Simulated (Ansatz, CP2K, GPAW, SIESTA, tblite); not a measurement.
**A faulty GPAW run on random packing of Pb (141 atoms)**

Program: GPAW 26.7.0, a calculation on a cell of 141 Pb, 31.1 Å³ an atom.

run.py

```python
import numpy as np
from ase.io import read
from gpaw import GPAW, FermiDirac

atoms = read("structure.xyz")
atoms.calc = GPAW(
    mode="lcao",
    basis="dzp",
    h=0.2,
    xc="PBE",
    kpts={"size": (1, 1, 1), "gamma": True},
    occupations=FermiDirac(0.05),
    maxiter=60,
    symmetry={"point_group": False},
    nbands=493,
    txt="gpaw.txt",
)
energy = atoms.get_potential_energy(force_consistent=True)
forces = atoms.get_forces()
print(f"energy {energy:.6f} eV")
print("forces (eV/A)")
for i, (a, f) in enumerate(zip(atoms, forces)):
    print(f"{i:4d} {a.symbol:2s} {f[0]:10.5f} {f[1]:10.5f} {f[2]:10.5f}")
print(f"Fermi level {atoms.calc.get_fermi_level():.4f} eV")
for k in range(len(atoms.calc.get_ibz_k_points())):
    for s in range(atoms.calc.get_number_of_spins()):
        e = atoms.calc.get_eigenvalues(kpt=k, spin=s)
        n = np.searchsorted(e, atoms.calc.get_fermi_level())
        print(f"k {k} spin {s} levels about the Fermi level:", np.round(e[max(n - 6, 0):n], 4).tolist(), "|", np.round(e[n:n + 6], 4).tolist())
```

structure.xyz

```xyz
141
Lattice="16.37540 0.00000 0.00000 0.00000 16.37540 0.00000 0.00000 0.00000 16.37540" Properties=species:S:1:pos:R:3 pbc="T T T"
Pb 3.47224 2.71717 11.28527
Pb 11.95093 5.41240 1.73170
Pb 1.18623 6.45797 5.34035
Pb 7.26298 4.80945 14.34321
Pb 0.76997 5.39373 12.24307
Pb 15.61951 0.33078 13.17712
Pb 2.82165 1.59939 2.22935
Pb 0.06730 6.50824 15.98812
Pb 7.32357 15.36913 10.07922
Pb 5.55093 6.20333 16.08621
[... 127 atom lines left out ...]
Pb 8.87072 3.49795 3.76241
Pb 2.32236 6.13684 8.73906
Pb 0.25087 16.27977 10.12163
Pb 1.27532 7.78372 10.82725
```

Run with:

```bash
OMP_NUM_THREADS=1 python run.py > output.txt
```

The program printed:

```text
ValueError: Too few bands!  Electrons: 1974.0, bands: 493
```

gpaw.txt:

```text
Input parameters:
  mode=LCAO(),
  basis={'default': 'dzp'},
  h=0.2,
  kpts=MonkhorstPack(size=(1, 1, 1), gamma=True),
  maxiter=60,
  nbands=493,
  occupations=Occupations(name='fermi-dirac', width=0.05, fixmagmom=False),
  symmetry=Symmetry(point_group=False),
  xc=XC(name='PBE')
timing:  # [seconds]
  Total: 0.216  # ━━━━━━━━━━━━━━━━━━━━━━━━━━━━━━━━━━━━━━━━━━━━━━━━━━━━━━━━━━━
  Init:  0.165  # ━━━━━━━━━━━━━━━━━━━━━━━━━━━━━━━━━━━━━━━━━━━━━
```

It took 2.2 s on 1 thread of Arm Neoverse N1, shared host; peak memory 0.24 GiB.

Banners, paths, timers and routine set-up lines are dropped from the logs unmarked, and long logs keep their key lines alone; longer cuts are marked.

**Question.** Which part of the input is at fault, and how is it mended?

Too few bands: bands 493. Mend: ask for at least half as many bands as electrons, and some more for the smearing.

The program stopped at the start.

[Also dropped from logs without a mark: logging warnings of Python, and SIESTA's first energy breakdown and zero terms.]

[Logs are printed without paths, hosts, clocks, repeated set-up lines and the standing remarks that a program may print on its own settings, such as how far it seeks lower states.]

[Hosts, paths, dates, database ids (printed as entryN), source tags and the programs' standing remarks are cut or masked in the printed files.]
